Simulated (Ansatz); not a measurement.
**Mg2C (model cell, started as cuprite): phonons and vibrational spectra**

Aim: the vibrations of Mg2C (model cell, started as cuprite), their spectra, and whether the structure is stable.

Calculated with Ansatz 0.2.0; DFT PBE, scalar-relativistic, plane waves, PAW.

The structure was built from a prototype and need not be the compound's stable phase.

## (1) Starting point

The structure is cubic, space group Pn-3m (No. 224). The conventional cell has a = 4.512 Å, b = 4.512 Å, c = 4.512 Å, α = 90.00°, β = 90.00°, γ = 90.00°. Nearest to C lie 4 Mg at 1.95 Å. Nearest to Mg lie 2 C at 1.95 Å. Farther neighbours are not listed.

## (2) Coarse relaxation

A rough relaxation comes first, because large forces or stress need no tight tolerances yet.

Input file input.yaml:

```yaml
crystal:
  lattice:
    - [4.51165, 0.0, 0.0]
    - [0.0, 4.51165, 0.0]
    - [0.0, 0.0, 4.51165]
  atoms:
    - { symbol: C, position: [0.0, 0.0, 0.0] }
    - { symbol: C, position: [0.5, 0.5, 0.5] }
    - { symbol: Mg, position: [0.25, 0.25, 0.25] }
    - { symbol: Mg, position: [0.75, 0.75, 0.25] }
    - { symbol: Mg, position: [0.75, 0.25, 0.75] }
    - { symbol: Mg, position: [0.25, 0.75, 0.75] }
kpoints:
  mp_grid: { grid: [4, 4, 4] }
hamiltonian:
  xc: pbe
scf:
  occupations: { method: gaussian, width: 0.1 }
output:
  forces: true
  stress: true
  eigenvalues: true
relax:
  adjacent_minimum: "off"
  f_tol: 0.05
  max_steps: 80
  cell: { stress_tol: 0.5 }
```

Launch:

```sh
ansatz run input.yaml --threads 8 --pin off --max-ram 14336MiB --backend cpu --events-out ev --progress --plain --runs-dir out
```

Numbers of over 12 decimals in the logs are rounded to 6 here.

What it wrote:

```text
The last accepted step is kept in <dir> (removed where the run ends without a failure and the disk answers)
Engine: ansatz 0.2.0, aarch64-unknown-linux-gnu
Pseudopotentials: kind: paw
Pseudopotential: C, paw, valence charge 4, recommended cutoff 420 eV (normal), C.paw.azcp
Pseudopotential: Mg, paw, valence charge 10, recommended cutoff 420 eV (normal), Mg.paw.azcp
Functional definition: PBE
  parameter kappa = 0.804
[...]
cell:  # Å, volume = 112.4921 Å³
    - [4.827334, 0, 0]
    - [0, 4.827334, 0]
    - [0, 0, 4.827334]
  atoms:
    - { symbol: C, position: [0, 0, 0] }
    - { symbol: C, position: [0.5, 0.5, 0.5] }
    - { symbol: Mg, position: [0.25, 0.25, 0.25] }
    - { symbol: Mg, position: [0.75, 0.75, 0.25] }
    - { symbol: Mg, position: [0.75, 0.25, 0.75] }
    - { symbol: Mg, position: [0.25, 0.75, 0.75] }
[key lines of the parts left out:]
SCF converged after 6 iterations
Free energy (F): -8193.207689 eV
Fermi energy:    4.517831 eV
P = ⅓ Tr σ = 0.4712 GPa (4.712 kbar)
```

Elapsed: 2 s, on 8 threads of Arm Neoverse V1, shared host; peak memory 0.44 GiB.

Relaxation path:

```csv
step,energy less that of the first step (eV),largest force component (eV/Å),pressure (GPa),volume (Å³)
1,0.0000,0.0000,18.27,91.83
2,-0.8089,0.0000,6.87,102.62
3,-0.9971,0.0000,1.34,110.41
4,-1.0055,0.0000,0.15,112.49
5*,-1.0355,0.0000,0.47,112.49
```

Relaxation steps marked * repeat the geometry before them on a plane-wave basis chosen anew for their cell, so energy and pressure can jump there.

The run keeps the 48 symmetry operations that it works with, so distortions that break them were not tested.

```csv
"conventional cell, symmetrised",before,after,change
a (Å),4.512,4.827,+7.0 %
b (Å),4.512,4.827,+7.0 %
c (Å),4.512,4.827,+7.0 %
volume (Å³/atom),15.31,18.75,+22.5 %
```

The relaxed structure:

```
C Mg
1.0
     4.82733    0.00000    0.00000
     0.00000    4.82733    0.00000
     0.00000    0.00000    4.82733
C Mg
2 4
Direct
  0.00000 0.00000 0.00000
  0.50000 0.50000 0.50000
  0.25000 0.25000 0.25000
  0.75000 0.75000 0.25000
  0.75000 0.25000 0.75000
  0.25000 0.75000 0.75000
```

This step gave:

* pressure: 0.4712 GPa
* volume per atom: 18.75 Å³
* gap on the k-mesh: 0 eV

In this step the volume went from 15.31 to 18.75 Å³/atom.

## (3) Bringing the structure to rest

The cell and atoms are relaxed, since residual forces and stress would shift the frequencies.

Changes to input.yaml since step 2:

```diff
@@ -2,5 +2,5 @@
   lattice:
-    - [4.51165, 0.0, 0.0]
-    - [0.0, 4.51165, 0.0]
-    - [0.0, 0.0, 4.51165]
+    - [4.8273341142, 0.0, 0.0]
+    - [0.0, 4.8273341142, 0.0]
+    - [0.0, 0.0, 4.8273341142]
   atoms:
@@ -13,3 +13,3 @@
 kpoints:
-  mp_grid: { grid: [4, 4, 4] }
+  mp_grid: { grid: [6, 6, 6] }
 hamiltonian:
@@ -22,6 +22,10 @@
   eigenvalues: true
+  write_density: true
+  write_potential: true
+  elf: true
+  volumetric_format: npy
 relax:
   adjacent_minimum: "off"
-  f_tol: 0.05
+  f_tol: 0.005
   max_steps: 80
-  cell: { stress_tol: 0.5 }
+  cell: { stress_tol: 0.05 }
```

What it wrote:

```text
[...]
Crystal: 6 atoms, lattice volume = 112.492 Å³
Basis set: ecut = 420 eV, 2205 PW (Γ), exchange–correlation on 72×72×72 points (8 copies of the dense FFT grid, shifted against one another)
Bands: 30, of which v1, the nominal top of the filled ones, is band 24 counted from 1 (23 counted from 0)
Symmetry: 48 space group operations
[...]
k-points: 20 of 216
[...]
SCF iter   1: F=—  HF=-8193.225764 eV  |F-HF|=—  |Δ(HF+E_count)|=         —  Δρ=3.10e-3  dr2=2.08e-2  ethr=1.77e-3  ⟨swp⟩=6.3  Hψ=2743  notcnv=0
[...]
SCF iter   6: F=-8193.222239 eV  HF=-8193.222239 eV  |F-HF|=1.06e-9  |Δ(HF+E_count)|=   6.51e-8  Δρ=2.25e-6  dr2=3.46e-9  ethr=1.28e-10  ⟨swp⟩=8.8  Hψ=3719  notcnv=0
SCF 1 converged in 6 iterations: F = -8193.222239 eV  dr2 = 3.46e-9
[...]
relax step   1: F+E_penalty+E_count = -8193.22223867 eV  Δ(F+E_penalty+E_count) = +0.000e0 eV  max|allowed force component| = 5.782e-19 eV/Å  Δτ_max = 0.0000 Å  P = +0.433 GPa  Ω = 112.492 Å³  (6 SCF iters, dr2 threshold 1.00e-7 eV, accepted)
Crystal: 6 atoms, lattice volume = 113.039 Å³
[...]
SCF iter   6: F=-8193.222919 eV  HF=-8193.222919 eV  |F-HF|=4.37e-11  |Δ(HF+E_count)|=  6.91e-11  Δρ=4.04e-7  dr2=1.36e-10  ethr=3.86e-12  ⟨swp⟩=4.0  Hψ=2883  notcnv=0
SCF 2 converged in 6 iterations: F = -8193.222919 eV  dr2 = 1.36e-10
[...]
relax step   2: F+E_penalty+E_count = -8193.22291894 eV  Δ(F+E_penalty+E_count) = -6.803e-4 eV  max|allowed force component| = 9.445e-18 eV/Å  Δτ_max = 0.0000 Å  P = +0.142 GPa  Ω = 113.039 Å³  energy of the carried Pulay correction = -2.999e-4 eV  (6 SCF iters, dr2 threshold 4.68e-7 eV, accepted)
Crystal: 6 atoms, lattice volume = 113.310 Å³
[...]
SCF iter   6: F=-8193.222892 eV  HF=-8193.222892 eV  |F-HF|=1.09e-11  |Δ(HF+E_count)|=  3.64e-12  Δρ=2.01e-7  dr2=3.64e-11  ethr=1.00e-12  ⟨swp⟩=4.0  Hψ=2881  notcnv=0
SCF 3 converged in 6 iterations: F = -8193.222892 eV  dr2 = 3.64e-11
[...]
relax step   3: F+E_penalty+E_count = -8193.22289246 eV  Δ(F+E_penalty+E_count) = +2.648e-5 eV  max|allowed force component| = 8.047e-18 eV/Å  Δτ_max = 0.0000 Å  P = +0.001 GPa  Ω = 113.310 Å³  energy of the carried Pulay correction = -4.476e-4 eV  (6 SCF iters, accepted)
[...]
SCF iter   8: F=-8193.223259 eV  HF=-8193.223259 eV  |F-HF|=1.82e-12  |Δ(HF+E_count)|=  1.82e-12  Δρ=1.26e-10  dr2=2.43e-17  ethr=1.00e-12  ⟨swp⟩=2.0  Hψ=1322  notcnv=0
SCF 4 converged in 8 iterations: F = -8193.223259 eV  dr2 = 2.43e-17
relax step   4: F+E_penalty+E_count = -8193.22325877 eV  Δ(F+E_penalty+E_count) = -3.663e-4 eV  max|allowed force component| = 8.336e-18 eV/Å  Δτ_max = 0.0000 Å  P = +0.008 GPa  Ω = 113.310 Å³  stress off target by 7.63e-3 GPa  SCF on the basis re-selected at this cell (its energy is not comparable with the rows above)  (8 SCF iters)
[...]
SCF converged after 8 iterations
Free energy (F): -8193.223259 eV
[...]
Internal energy: -8193.222048 eV  (E = F + TS)
E sigma→0 (E₀):  -8193.222653 eV
Entropy (-TS):   -0.001211 eV (-0.202 meV/atom)
Fermi energy:    4.485930 eV
[...]
--- Stress (GPa, compression-positive) ---
        0.007629       0.000000      -0.000000
        0.000000       0.007629       0.000000
       -0.000000       0.000000       0.007629
  P = ⅓ Tr σ = 0.0076 GPa (0.076 kbar)
--- Band table (eV; the first three rows and the last of 20) ---
  k-point 0: bands = [... 20 lower, 2.7628, 3.7170, 4.4251, 4.4251, 4.4251, 5.2066, 5.2066, 10.8813, ... 2 higher]
  k-point 1: bands = [... 20 lower, 2.8713, 3.0442, 4.3230, 4.3230, 5.1591, 5.3703, 5.9322, 9.3098, ... 2 higher]
  k-point 2: bands = [... 20 lower, 3.1739, 3.1739, 4.0261, 4.0261, 5.8619, 6.1109, 6.9724, 7.8326, ... 2 higher]
  k-point 19: bands = [... 20 lower, 2.2152, 2.2829, 2.2829, 2.2829, 8.3441, 8.3441, 8.3441, 8.3879, ... 2 higher]
--- Relaxed structure (3 steps of the walk, 3 accepted, 1 SCFs on fresh bases) ---
[...]
cell:  # Å, volume = 113.3097 Å³
    - [4.839000, 0, 0]
    - [0, 4.839000, 0]
    - [0, 0, 4.839000]
  atoms:
    - { symbol: C, position: [0, 0, 0] }
    - { symbol: C, position: [0.5, 0.5, 0.5] }
    - { symbol: Mg, position: [0.25, 0.25, 0.25] }
    - { symbol: Mg, position: [0.750000, 0.750000, 0.25] }
    - { symbol: Mg, position: [0.750000, 0.25, 0.750000] }
    - { symbol: Mg, position: [0.25, 0.750000, 0.750000] }
```

Run time: 3 s. Hardware: 8 threads; peak memory 0.49 GiB; 20 s of CPU time.

Relaxation path:

| step | energy less that of the first step (eV) | largest force component (eV/Å) | pressure (GPa) | volume (Å³) |
| --- | --- | --- | --- | --- |
| 1 | 0.0000 | 0.0000 | 0.43 | 112.49 |
| 2 | -0.0007 | 0.0000 | 0.14 | 113.04 |
| 3 | -0.0007 | 0.0000 | 0.00 | 113.31 |
| 4* | -0.0010 | 0.0000 | 0.01 | 113.31 |

Relaxation steps marked * repeat the geometry before them on a plane-wave basis chosen anew for their cell, so energy and pressure can jump there.

The run keeps the 48 symmetry operations that it works with, so distortions that break them were not tested.

```csv
"conventional cell, symmetrised",before,after,change
a (Å),4.827,4.839,+0.2 %
b (Å),4.827,4.839,+0.2 %
c (Å),4.827,4.839,+0.2 %
volume (Å³/atom),18.75,18.88,+0.7 %
```

Numbers from this step:

* pressure: 0.007629 GPa
* volume per atom: 18.88 Å³

Valence density in the ac plane at fractional y = 0.250, with atoms of Mg within 0.2 Å of it. It is the smooth field of the valence electrons, not physical close to the nuclei.

Ten steps, logarithmic in the rise over the least value, from '0' (0 e/Å³) to '9' (23 e/Å³), each cell a mean:
```
10000000000011
00000000025411
00000000169840
00000000179950
00000000147620
00000001111100
00000011100000
00001111000000
00244110000000
01698410000000
02799400000000
01476200000000
11121000000000
11000000000001
```
Columns run along a (4.8 Å), rows up along c (4.8 Å). Atoms in or near the plane, at fractional coordinates: Mg at (0.25, 0.25), Mg at (0.75, 0.75).

Electrostatic potential energy in the ac plane at fractional y = 0.250, with atoms of Mg within 0.2 Å of it. With pseudopotentials it is smooth inside the atoms' cores, unlike the true potential.

Ten even steps from '_' (-67 eV) to '@' (9 eV), each cell a mean:
```
@@@@@@@@@@@@@@@@@@%%%%%%@@@@
@@@@@@@@@@@@@@@@%%**++++##@@
@@@@@@@@@@@@@@@@##--__..++%%
@@@@@@@@@@@@@@@@##::____++%%
@@@@@@@@@@@@@@@@%%++::--**%%
@@@@@@@@@@@@@@@@@@%%####%%@@
@@@@@@@@@@@@@@@@@@@@@@@@@@@@
@@@@%%%%%%@@@@@@@@@@@@@@@@@@
@@%%##++**%%@@@@@@@@@@@@@@@@
@@##--__..**%%@@@@@@@@@@@@@@
@@##::____++%%@@@@@@@@@@@@@@
@@%%++::--##%%@@@@@@@@@@@@@@
@@@@%%####%%@@@@@@@@@@@@@@@@
@@@@@@@@@@@@@@@@@@@@@@@@@@@@
```
Columns run along a (4.8 Å; values clipped at the 3rd and 97th percentile), rows up along c (4.8 Å). Atoms in or near the plane, at fractional coordinates: Mg at (0.25, 0.25), Mg at (0.75, 0.75).

ELF in the ac plane at fractional y = 0.250, with atoms of Mg within 0.2 Å of it. It is the smooth field of the valence electrons, not physical close to the nuclei.

Ten even steps from '0' (0.05) to '9' (0.73), each cell a mean:
```
98642111000048
87421111023314
54210121054430
22101242153430
11112465135520
11124788511000
21124899852111
10001489864211
10232148742111
01444214421012
21434302210124
51344201111246
84111001112478
98520112112589
```
Columns run along a (4.8 Å), rows up along c (4.8 Å). Atoms in or near the plane, at fractional coordinates: Mg at (0.25, 0.25), Mg at (0.75, 0.75).

In this step the volume went from 18.75 to 18.88 Å³/atom.

## (4) Tight relaxation

Phonons need a cell at rest on their own settings, so the relaxation is repeated with tight tolerances on forces and stress, using the mesh and the filling of the phonon run that follows.

input.yaml, the sections that differ from step 3:

```yaml
crystal:
  lattice:
    - [4.8390002607, 0.0, 0.0]
    - [0.0, 4.8390002607, 0.0]
    - [0.0, 0.0, 4.8390002607]
  atoms:
    - { symbol: C, position: [0.0, 0.0, 0.0] }
    - { symbol: C, position: [0.5, 0.5, 0.5] }
    - { symbol: Mg, position: [0.25, 0.25, 0.25] }
    - { symbol: Mg, position: [0.75, 0.75, 0.25] }
    - { symbol: Mg, position: [0.75, 0.25, 0.75] }
    - { symbol: Mg, position: [0.25, 0.75, 0.75] }
scf:
  occupations: { method: methfessel_paxton, width: 0.15 }
relax:
  adjacent_minimum: "off"
  f_tol: 0.001
  max_steps: 60
  cell: { stress_tol: 0.01 }
# kpoints, hamiltonian, output: as in step 3
```

What it wrote:

```text
[...]
Crystal: 6 atoms, lattice volume = 113.310 Å³
Basis set: ecut = 420 eV, 2205 PW (Γ), exchange–correlation on 72×72×72 points (8 copies of the dense FFT grid, shifted against one another)
Bands: 30, of which v1, the nominal top of the filled ones, is band 24 counted from 1 (23 counted from 0)
Symmetry: 48 space group operations
[...]
k-points: 20 of 216
[...]
cell:  # Å, volume = 113.3097 Å³
    - [4.8390002607, 0.0, 0.0]
    - [0.0, 4.8390002607, 0.0]
    - [0.0, 0.0, 4.8390002607]
  atoms:
    - { symbol: C, position: [0.0, 0.0, 0.0] }
    - { symbol: C, position: [0.5, 0.5, 0.5] }
    - { symbol: Mg, position: [0.25, 0.25, 0.25] }
    - { symbol: Mg, position: [0.750000, 0.750000, 0.25] }
    - { symbol: Mg, position: [0.750000, 0.25, 0.750000] }
    - { symbol: Mg, position: [0.25, 0.750000, 0.750000] }
[key lines of the parts left out:]
SCF converged after 5 iterations
Free energy (F): -8193.221426 eV
Fermi energy:    4.438640 eV
P = ⅓ Tr σ = 0.0038 GPa (0.038 kbar)
```

Elapsed: 2.1 s, on 8 threads; peak memory 0.48 GiB; 11 s of CPU time.

Little changed from the start: no atom moved by 0.005 Å and no cell edge by 0.1 %.

This step gave:

```
pressure : 0.003775 GPa
```

Valence density in the ac plane at fractional y = 0.250, with atoms of Mg within 0.2 Å of it. It is the smooth field of the valence electrons, not physical close to the nuclei.

Values in e/Å³, 14 rows by 14 columns, each cell a mean:
```
 0  0  0  0  0  0  0  0  0  0  0  0  0  0
 0  0  0  0  0  0  0  0  0  1  2  2  0  0
 0  0  0  0  0  0  0  0  0  5 16 11  2  0
 0  0  0  0  0  0  0  0  0  7 23 16  2  0
 0  0  0  0  0  0  0  0  0  2  7  5  1  0
 0  0  0  0  0  0  0  0  0  0  0  0  0  0
 0  0  0  0  0  0  0  0  0  0  0  0  0  0
 0  0  0  0  0  0  0  0  0  0  0  0  0  0
 0  0  1  2  1  0  0  0  0  0  0  0  0  0
 0  0  5 16 12  1  0  0  0  0  0  0  0  0
 0  0  7 22 16  2  0  0  0  0  0  0  0  0
 0  0  2  7  5  1  0  0  0  0  0  0  0  0
 0  0  0  0  0  0  0  0  0  0  0  0  0  0
 0  0  0  0  0  0  0  0  0  0  0  0  0  0
```
Columns run along a (4.8 Å), rows up along c (4.8 Å). Atoms in or near the plane, at fractional coordinates: Mg at (0.25, 0.25), Mg at (0.75, 0.75).

Electrostatic potential energy in the ac plane at fractional y = 0.250, with atoms of Mg within 0.2 Å of it. With pseudopotentials it is smooth inside the atoms' cores, unlike the true potential.

Values in eV, 14 rows by 14 columns, each cell a mean:
```
  8   8   8   7   6   6   6   5   3   0  -2  -1   3   6
  7   8   9   8   8   7   6   4  -2 -14 -28 -22  -6   3
  6   8   9   9   9   8   6   2  -7 -40 -62 -56 -22  -1
  5   8   9   9   9   8   7   3  -8 -48 -66 -62 -28  -2
  5   7   8   9   9   9   8   4  -3 -24 -48 -40 -14   0
  5   7   7   7   8   8   8   6   3  -3  -8  -7  -2   3
  5   5   5   5   5   7   7   7   6   4   3   2   4   5
  5   3   0  -2  -1   3   6   7   8   8   7   6   6   6
  4  -2 -13 -26 -21  -5   3   7   8   9   8   8   7   6
  2  -8 -39 -65 -59 -21  -1   5   8   9   9   9   8   6
  3  -9 -45 -67 -65 -26  -2   5   7   9   9   9   8   7
  4  -3 -24 -45 -39 -13   0   5   7   8   9   9   9   8
  6   3  -3  -9  -8  -2   3   5   7   7   8   8   8   8
  7   6   4   3   2   4   5   5   5   5   5   6   7   8
```
Columns run along a (4.8 Å; values clipped at the 3rd and 97th percentile), rows up along c (4.8 Å). Atoms in or near the plane, at fractional coordinates: Mg at (0.25, 0.25), Mg at (0.75, 0.75).

ELF in the ac plane at fractional y = 0.250, with atoms of Mg within 0.2 Å of it. It is the smooth field of the valence electrons, not physical close to the nuclei.

Ten even steps from '0' (0.05) to '9' (0.73), each cell a mean:
```
98642111000048
87421111023314
54210121054430
22101242153430
11112465135520
11124788511000
21124899852111
10001489864211
10232148742111
01444214421012
21434302210124
51344201111246
84111001112478
98520112112589
```
Columns run along a (4.8 Å), rows up along c (4.8 Å). Atoms in or near the plane, at fractional coordinates: Mg at (0.25, 0.25), Mg at (0.75, 0.75).

The forces vanish by symmetry and the pressure is 0.004 GPa, within the tolerances set. The cell now holds 18.88 Å³/atom.

[end of part 1 of 2]

[Logs are printed without paths, hosts, clocks, repeated set-up lines and the standing remarks that a program may print on its own settings, such as how far it seeks lower states.]

[Hosts, paths, dates, database ids (printed as entryN), source tags and the programs' standing remarks are cut or masked in the printed files.]
